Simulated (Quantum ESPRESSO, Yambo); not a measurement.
# A GW chain in Yambo: BiOCl (P4/nmm), part 2 of 3

Aim: the G0W0 gap of BiOCl (P4/nmm) on PBEsol with spin-orbit coupling, step by step.

Quantum ESPRESSO 7.5 and Yambo 5.3.0; PBEsol and many-body steps on it, plane waves. Known limits of the many-body steps: not at the basis limit; coarse k mesh.

So far. Step 2 (Ground state): The gap is indirect, with the least direct gap 0.31 eV higher.

## (3) Bands along the symmetry lines

Level of this step: DFT, PBEsol with spin-orbit coupling, plane waves, norm-conserving pseudopotentials (Quantum ESPRESSO).

Levels along a band path, at the cheap level, show where the edges lie and whether the meshes to come will hold them.

Input file pw.in:

```
&control
  calculation = 'bands'
  prefix = 'x'
  outdir = 'o'
  pseudo_dir = 'pseudo'
/
&system
  ibrav = 0
  nat = 6
  ntyp = 3
  ecutwfc = 76.0
  nbnd = 84
  force_symmorphic = .true.
  noncolin = .true.
  lspinorb = .true.
/
&electrons
  conv_thr = 1e-9
  electron_maxstep = 80
  diago_full_acc = .true.
  diago_thr_init = 5e-6
/
ATOMIC_SPECIES
  Bi 208.98 Bi.upf
  Cl 35.45 Cl.upf
  O 15.999 O.upf
CELL_PARAMETERS angstrom
  3.8855100000 0.0000000000 0.0000000000
  0.0000000000 3.8855100000 0.0000000000
  0.0000000000 0.0000000000 7.3489000000
ATOMIC_POSITIONS crystal
  Bi 0.5000000000 0.0000000000 0.3290400000
  Bi 0.0000000000 0.5000000000 0.6709600000
  Cl 0.0000000000 0.5000000000 0.1472000000
  Cl 0.5000000000 0.0000000000 0.8528000000
  O 0.0000000000 0.0000000000 0.5000000000
  O 0.5000000000 0.5000000000 0.5000000000
K_POINTS crystal
  75
  0.00000000 0.00000000 0.00000000 1
  0.00000000 0.06250000 0.00000000 1
  0.00000000 0.12500000 0.00000000 1
  0.00000000 0.18750000 0.00000000 1
  0.00000000 0.25000000 0.00000000 1
  0.00000000 0.31250000 0.00000000 1
  0.00000000 0.37500000 0.00000000 1
  0.00000000 0.43750000 0.00000000 1
  0.00000000 0.50000000 0.00000000 1
  0.06250000 0.50000000 0.00000000 1
  0.12500000 0.50000000 0.00000000 1
  0.18750000 0.50000000 0.00000000 1
  0.25000000 0.50000000 0.00000000 1
  0.31250000 0.50000000 0.00000000 1
  0.37500000 0.50000000 0.00000000 1
  0.43750000 0.50000000 0.00000000 1
  0.50000000 0.50000000 0.00000000 1
  0.43750000 0.43750000 0.00000000 1
  0.37500000 0.37500000 0.00000000 1
  0.31250000 0.31250000 0.00000000 1
  0.25000000 0.25000000 0.00000000 1
  0.18750000 0.18750000 0.00000000 1
  0.12500000 0.12500000 0.00000000 1
  0.06250000 0.06250000 0.00000000 1
  0.00000000 0.00000000 0.00000000 1
  0.00000000 0.00000000 0.06250000 1
  0.00000000 0.00000000 0.12500000 1
  0.00000000 0.00000000 0.18750000 1
  0.00000000 0.00000000 0.25000000 1
  0.00000000 0.00000000 0.31250000 1
  0.00000000 0.00000000 0.37500000 1
  0.00000000 0.00000000 0.43750000 1
  0.00000000 0.00000000 0.50000000 1
  0.00000000 0.06250000 0.50000000 1
  0.00000000 0.12500000 0.50000000 1
  0.00000000 0.18750000 0.50000000 1
  0.00000000 0.25000000 0.50000000 1
  0.00000000 0.31250000 0.50000000 1
  0.00000000 0.37500000 0.50000000 1
  0.00000000 0.43750000 0.50000000 1
  0.00000000 0.50000000 0.50000000 1
  0.06250000 0.50000000 0.50000000 1
  0.12500000 0.50000000 0.50000000 1
  0.18750000 0.50000000 0.50000000 1
  0.25000000 0.50000000 0.50000000 1
  0.31250000 0.50000000 0.50000000 1
  0.37500000 0.50000000 0.50000000 1
  0.43750000 0.50000000 0.50000000 1
  0.50000000 0.50000000 0.50000000 1
  0.43750000 0.43750000 0.50000000 1
  0.37500000 0.37500000 0.50000000 1
  0.31250000 0.31250000 0.50000000 1
  0.25000000 0.25000000 0.50000000 1
  0.18750000 0.18750000 0.50000000 1
  0.12500000 0.12500000 0.50000000 1
  0.06250000 0.06250000 0.50000000 1
  0.00000000 0.00000000 0.50000000 1
  0.00000000 0.50000000 0.00000000 1
  0.00000000 0.50000000 0.06250000 1
  0.00000000 0.50000000 0.12500000 1
  0.00000000 0.50000000 0.18750000 1
  0.00000000 0.50000000 0.25000000 1
  0.00000000 0.50000000 0.31250000 1
  0.00000000 0.50000000 0.37500000 1
  0.00000000 0.50000000 0.43750000 1
  0.00000000 0.50000000 0.50000000 1
  0.50000000 0.50000000 0.00000000 1
  0.50000000 0.50000000 0.06250000 1
  0.50000000 0.50000000 0.12500000 1
  0.50000000 0.50000000 0.18750000 1
  0.50000000 0.50000000 0.25000000 1
  0.50000000 0.50000000 0.31250000 1
  0.50000000 0.50000000 0.37500000 1
  0.50000000 0.50000000 0.43750000 1
  0.50000000 0.50000000 0.50000000 1
```

Launch:

```sh
$ OMP_NUM_THREADS=1 mpirun -n 16 pw.x -nk 16 -in pw.in > pw.out
```

What it wrote:

```text
[banner, memory and clock lines left out]
Program PWSCF v.7.5 starts

     Atomic positions and unit cell read from directory:
     o/x.save/

     Message from routine setup:
     using ibrav=0 with symmetry is DISCOURAGED, use correct ibrav instead

     G-vector sticks info

     bravais-lattice index     =            0
     lattice parameter (alat)  =       7.3425  a.u.
     unit-cell volume          =     748.7124 (a.u.)^3
     number of atoms/cell      =            6
     number of atomic types    =            3
     number of electrons       =        72.00
     number of Kohn-Sham states=           84
     kinetic-energy cutoff     =      76.0000  Ry
     charge density cutoff     =     304.0000  Ry
     Exchange-correlation= PBESOL
                           (   1   4  10   8   0   0   0)
     Non magnetic calculation with spin-orbit

     celldm(1)=   7.342550  celldm(2)=   0.000000  celldm(3)=   0.000000
     celldm(4)=   0.000000  celldm(5)=   0.000000  celldm(6)=   0.000000

     crystal axes: (cart. coord. in units of alat)
               a(1) = (   1.000000   0.000000   0.000000 )
               a(2) = (   0.000000   1.000000   0.000000 )
               a(3) = (   0.000000   0.000000   1.891360 )

     reciprocal axes: (cart. coord. in units 2 pi/alat)
               b(1) = (  1.000000  0.000000  0.000000 )
               b(2) = (  0.000000  1.000000  0.000000 )
               b(3) = (  0.000000  0.000000  0.528720 )
     Pseudo is Norm-conserving + core correction, Zval = 23.0
     Generated using ONCVPSP code by D. R. Hamann
     Using radial grid of 1562 points, 10 beta functions with:
     Pseudo is Norm-conserving + core correction, Zval =  7.0
     Generated using ONCVPSP code by D. R. Hamann
     Using radial grid of 1028 points, 10 beta functions with:
     Pseudo is Norm-conserving + core correction, Zval =  6.0
     Generated using ONCVPSP code by D. R. Hamann
     Using radial grid of  936 points,  8 beta functions with:
     Bi               23.00   208.98000     Bi( 1.00)
     Cl                7.00    35.45000     Cl( 1.00)
     O                 6.00    15.99900     O ( 1.00)

      8 Sym. Ops. (no inversion) found

   Cartesian axes

     site n.     atom                  positions (alat units)
         1        Bi     tau(   1) = (   0.5000000   0.0000000   0.6223332  )
         2        Bi     tau(   2) = (   0.0000000   0.5000000   1.2690272  )
         3        Cl     tau(   3) = (   0.0000000   0.5000000   0.2784083  )
         4        Cl     tau(   4) = (   0.5000000   0.0000000   1.6129522  )
         5        O      tau(   5) = (   0.0000000   0.0000000   0.9456802  )
         6        O      tau(   6) = (   0.5000000   0.5000000   0.9456802  )

     number of k points=    75
                       cart. coord. in units 2pi/alat
        k(    1) = (   0.0000000   0.0000000   0.0000000), wk =   0.0133333
        k(    2) = (   0.0000000   0.0625000   0.0000000), wk =   0.0133333
        k(    3) = (   0.0000000   0.1250000   0.0000000), wk =   0.0133333
[...]
[... 63 further rows ...]
        k(   74) = (   0.5000000   0.5000000   0.2313150), wk =   0.0133333
        k(   75) = (   0.5000000   0.5000000   0.2643600), wk =   0.0133333

     Dense  grid:    67045 G-vectors     FFT dimensions: (  45,  45,  80)

     The potential is recalculated from file :
     o/x.save/charge-density

     Starting wfcs are   84 randomized atomic wfcs

     Band Structure Calculation

     End of band structure calculation

          k = 0.0000 0.0000 0.0000 (  8363 PWs)   bands (ev):

  -142.6689-142.6689-142.6688-142.6688 -99.2793 -99.2793 -99.2793 -99.2793
   -74.5547 -74.5547 -74.5543 -74.5543 -74.5505 -74.5505 -74.5503 -74.5503
   -14.2851 -14.2851 -14.2489 -14.2489 -14.2449 -14.2449 -14.2243 -14.2243
   -11.4552 -11.4552 -11.2990 -11.2990 -11.2594 -11.2594 -11.2513 -11.2513
[...]
15.4309  15.4309  16.1142  16.8900

          k = 0.0000 0.0625 0.0000 (  8375 PWs)   bands (ev):

  -142.6689-142.6689-142.6688-142.6688 -99.2793 -99.2793 -99.2793 -99.2793
[...]
15.3398  15.3398  16.1797  16.1797

          k = 0.0000 0.1250 0.0000 (  8359 PWs)   bands (ev):

  -142.6689-142.6689-142.6688-142.6688 -99.2793 -99.2793 -99.2793 -99.2793
[...]
15.1348  15.1348  16.2003  16.2004

[...]
k = 0.5000 0.5000 0.2313 (  8404 PWs)   bands (ev):

  -142.6689-142.6689-142.6689-142.6689 -99.2793 -99.2793 -99.2793 -99.2793
[...]
15.7719  15.7719  15.7719  15.7719

          k = 0.5000 0.5000 0.2644 (  8400 PWs)   bands (ev):

  -142.6689-142.6689-142.6689-142.6689 -99.2793 -99.2793 -99.2793 -99.2793
[...]
7.5450   7.5450   7.5450   7.5450   8.1725   8.1725   8.1725   8.1725
    12.8815  12.8815  12.8815  12.8815  14.9275  14.9275  14.9275  14.9276
    15.7670  15.7670  15.7670  15.7670

     XML data file, pseudopotentials, collected wavefunctions
```

The job ended after 68 s (16 MPI ranks of Arm Neoverse V1, shared host; peak memory 3.4 GiB; 16 min of CPU time).

Numbers from this step:

* gap: 2.249 eV
* k of the valence top: 0, 0.4375, 0.5
* k of the conduction bottom: 0, 0, 0.5
* least direct gap: 2.609 eV

The gap is 2.249 eV, −0.048 eV from the run before at this level.

The electronic bands at the labelled points (eV, zero at the top of the highest filled band):

| point | band 69 | band 70 | band 71 | band 72 | band 73 | band 74 | band 75 | band 76 |
| --- | --- | --- | --- | --- | --- | --- | --- | --- |
| Γ | -0.95 | -0.95 | -0.78 | -0.78 | 2.69 | 2.69 | 2.97 | 2.97 |
| halfway | -0.40 | -0.40 | -0.29 | -0.29 | 3.25 | 3.25 | 3.77 | 3.77 |
| X | -0.09 | -0.09 | -0.09 | -0.09 | 3.69 | 3.69 | 3.69 | 3.69 |
| halfway | -0.72 | -0.72 | -0.72 | -0.72 | 3.59 | 3.59 | 4.12 | 4.12 |
| M | -0.72 | -0.72 | -0.72 | -0.72 | 3.58 | 3.58 | 3.58 | 3.58 |
| halfway | -0.53 | -0.53 | -0.38 | -0.38 | 3.16 | 3.16 | 4.13 | 4.13 |
| Γ | -0.95 | -0.95 | -0.78 | -0.78 | 2.69 | 2.69 | 2.97 | 2.97 |
| halfway | -0.73 | -0.73 | -0.54 | -0.54 | 2.45 | 2.45 | 2.71 | 2.71 |
| Z | -0.44 | -0.44 | -0.36 | -0.36 | 2.25 | 2.25 | 2.37 | 2.37 |
| halfway | -0.58 | -0.58 | -0.18 | -0.18 | 3.24 | 3.24 | 3.52 | 3.52 |
| R | -0.08 | -0.08 | -0.08 | -0.08 | 3.59 | 3.59 | 3.59 | 3.59 |
| halfway | -0.69 | -0.69 | -0.62 | -0.62 | 3.32 | 3.32 | 3.90 | 3.90 |
| A | -0.77 | -0.77 | -0.77 | -0.77 | 3.93 | 3.93 | 3.93 | 3.93 |
| halfway | -0.60 | -0.60 | -0.34 | -0.34 | 2.79 | 2.79 | 4.28 | 4.28 |
| Z | -0.44 | -0.44 | -0.36 | -0.36 | 2.25 | 2.25 | 2.37 | 2.37 |
| jump to X | -0.09 | -0.09 | -0.09 | -0.09 | 3.69 | 3.69 | 3.69 | 3.69 |
| halfway | -0.09 | -0.09 | -0.09 | -0.09 | 3.64 | 3.64 | 3.64 | 3.64 |
| R | -0.08 | -0.08 | -0.08 | -0.08 | 3.59 | 3.59 | 3.59 | 3.59 |
| jump to M | -0.72 | -0.72 | -0.72 | -0.72 | 3.58 | 3.58 | 3.58 | 3.58 |
| halfway | -0.77 | -0.77 | -0.77 | -0.77 | 3.76 | 3.76 | 3.76 | 3.76 |
| A | -0.77 | -0.77 | -0.77 | -0.77 | 3.93 | 3.93 | 3.93 | 3.93 |

## (4) Empty states on the mesh, 4×4×2 mesh, 224 bands

The sums over transitions need many empty states on a uniform mesh; this step solves for them.

Input file pw.in:

```
&control
  calculation = 'nscf'
  prefix = 'x'
  outdir = 'o'
  pseudo_dir = 'pseudo'
/
&system
  ibrav = 0
  nat = 6
  ntyp = 3
  ecutwfc = 76.0
  nbnd = 224
  force_symmorphic = .true.
  noncolin = .true.
  lspinorb = .true.
/
&electrons
  conv_thr = 1e-9
  electron_maxstep = 80
  diago_full_acc = .true.
  diago_thr_init = 5e-6
/
ATOMIC_SPECIES
  Bi 208.98 Bi.upf
  Cl 35.45 Cl.upf
  O 15.999 O.upf
CELL_PARAMETERS angstrom
  3.8855100000 0.0000000000 0.0000000000
  0.0000000000 3.8855100000 0.0000000000
  0.0000000000 0.0000000000 7.3489000000
ATOMIC_POSITIONS crystal
  Bi 0.5000000000 0.0000000000 0.3290400000
  Bi 0.0000000000 0.5000000000 0.6709600000
  Cl 0.0000000000 0.5000000000 0.1472000000
  Cl 0.5000000000 0.0000000000 0.8528000000
  O 0.0000000000 0.0000000000 0.5000000000
  O 0.5000000000 0.5000000000 0.5000000000
K_POINTS automatic
  4 4 2 0 0 0
```

Launch:

```sh
$ OMP_NUM_THREADS=1 mpirun -n 16 pw.x -nk 4 -in pw.in > pw.out
```

What it wrote:

```text
[banner, memory and clock lines left out]
Program PWSCF v.7.5 starts

     Atomic positions and unit cell read from directory:
     o/x.save/

     Message from routine setup:
     using ibrav=0 with symmetry is DISCOURAGED, use correct ibrav instead

     bravais-lattice index     =            0
     lattice parameter (alat)  =       7.3425  a.u.
     unit-cell volume          =     748.7124 (a.u.)^3
     number of atoms/cell      =            6
     number of atomic types    =            3
     number of electrons       =        72.00
     number of Kohn-Sham states=          224
     kinetic-energy cutoff     =      76.0000  Ry
     charge density cutoff     =     304.0000  Ry
     Exchange-correlation= PBESOL
                           (   1   4  10   8   0   0   0)
     Non magnetic calculation with spin-orbit

     celldm(1)=   7.342550  celldm(2)=   0.000000  celldm(3)=   0.000000
     celldm(4)=   0.000000  celldm(5)=   0.000000  celldm(6)=   0.000000

     crystal axes: (cart. coord. in units of alat)
               a(1) = (   1.000000   0.000000   0.000000 )
               a(2) = (   0.000000   1.000000   0.000000 )
               a(3) = (   0.000000   0.000000   1.891360 )

     reciprocal axes: (cart. coord. in units 2 pi/alat)
               b(1) = (  1.000000  0.000000  0.000000 )
               b(2) = (  0.000000  1.000000  0.000000 )
               b(3) = (  0.000000  0.000000  0.528720 )
     Pseudo is Norm-conserving + core correction, Zval = 23.0
     Generated using ONCVPSP code by D. R. Hamann
     Using radial grid of 1562 points, 10 beta functions with:
     Pseudo is Norm-conserving + core correction, Zval =  7.0
     Generated using ONCVPSP code by D. R. Hamann
     Using radial grid of 1028 points, 10 beta functions with:
     Pseudo is Norm-conserving + core correction, Zval =  6.0
     Generated using ONCVPSP code by D. R. Hamann
     Using radial grid of  936 points,  8 beta functions with:
     Bi               23.00   208.98000     Bi( 1.00)
     Cl                7.00    35.45000     Cl( 1.00)
     O                 6.00    15.99900     O ( 1.00)

      8 Sym. Ops. (no inversion) found

   Cartesian axes

     site n.     atom                  positions (alat units)
         1        Bi     tau(   1) = (   0.5000000   0.0000000   0.6223332  )
         2        Bi     tau(   2) = (   0.0000000   0.5000000   1.2690272  )
         3        Cl     tau(   3) = (   0.0000000   0.5000000   0.2784083  )
         4        Cl     tau(   4) = (   0.5000000   0.0000000   1.6129522  )
         5        O      tau(   5) = (   0.0000000   0.0000000   0.9456802  )
         6        O      tau(   6) = (   0.5000000   0.5000000   0.9456802  )

     number of k points=    12
                       cart. coord. in units 2pi/alat
        k(    1) = (   0.0000000   0.0000000   0.0000000), wk =   0.0312500
        k(    2) = (   0.0000000   0.0000000  -0.2643600), wk =   0.0312500
        k(    3) = (   0.0000000   0.2500000   0.0000000), wk =   0.1250000
[...]
k(   11) = (  -0.5000000  -0.5000000   0.0000000), wk =   0.0312500
        k(   12) = (  -0.5000000  -0.5000000  -0.2643600), wk =   0.0312500

     Dense  grid:    67045 G-vectors     FFT dimensions: (  45,  45,  80)

     The potential is recalculated from file :
     o/x.save/charge-density

     Starting wfcs are   84 randomized atomic wfcs +  140 random wfcs

     Band Structure Calculation

     End of band structure calculation

          k = 0.0000 0.0000 0.0000 (  8363 PWs)   bands (ev):

  -142.6689-142.6689-142.6688-142.6688 -99.2793 -99.2793 -99.2793 -99.2793
   -74.5547 -74.5547 -74.5543 -74.5543 -74.5505 -74.5505 -74.5503 -74.5503
   -14.2851 -14.2851 -14.2489 -14.2489 -14.2449 -14.2449 -14.2243 -14.2243
   -11.4552 -11.4552 -11.2990 -11.2990 -11.2594 -11.2594 -11.2513 -11.2513
[...]
[... 16 further rows ...]
[...]
k = 0.0000 0.0000-0.2644 (  8374 PWs)   bands (ev):

  -142.6689-142.6689-142.6688-142.6688 -99.2793 -99.2793 -99.2793 -99.2793
[...]
[... 16 further rows ...]
[...]
k = 0.0000 0.2500 0.0000 (  8344 PWs)   bands (ev):

  -142.6688-142.6688-142.6688-142.6688 -99.2793 -99.2793 -99.2793 -99.2793
[...]
[... 16 further rows ...]
    45.5622  45.5622  45.9732  45.9732  46.2621  46.2621  46.4565  46.4565
    46.9050  46.9050  47.1314  47.1314  47.2717  47.2717  47.3131  47.3131

          k = 0.0000 0.2500-0.2644 (  8390 PWs)   bands (ev):

     [... further k-points ...]

     highest occupied, lowest unoccupied level (ev):     8.8623   11.1954

     XML data file, pseudopotentials, collected wavefunctions
```

Wall time 81 s (16 MPI ranks); peak memory 2.3 GiB; 19 min of CPU time.

This step gave:

| Item | Value |
| --- | --- |
| gap | 2.333 eV |
| k of the valence top | 0, -0.5, -0.5 |
| k of the conduction bottom | 0, 0, -0.5 |
| least direct gap | 2.609 eV |
| k points computed | 12 |
| lowest point of the top converged band, above the valence top | 37.41 eV |

On this mesh the gap is 2.333 eV. The earlier step found 2.297 eV, so this mesh misses an edge.

(Part 2 of 3 ends here.)

[Paths, hosts, dates, memory and timing lines, banners, echoed tables and standing remarks are left out of the program output.]

[Logs are printed without paths, hosts, clocks, repeated set-up lines and the standing remarks that a program may print on its own settings, such as how far it seeks lower states.]

[Runs of the session that timed out or met a known fault of the program may be left out.]

[Hosts, paths, dates, database ids (printed as entryN), source tags and the programs' standing remarks are cut or masked in the printed files.]
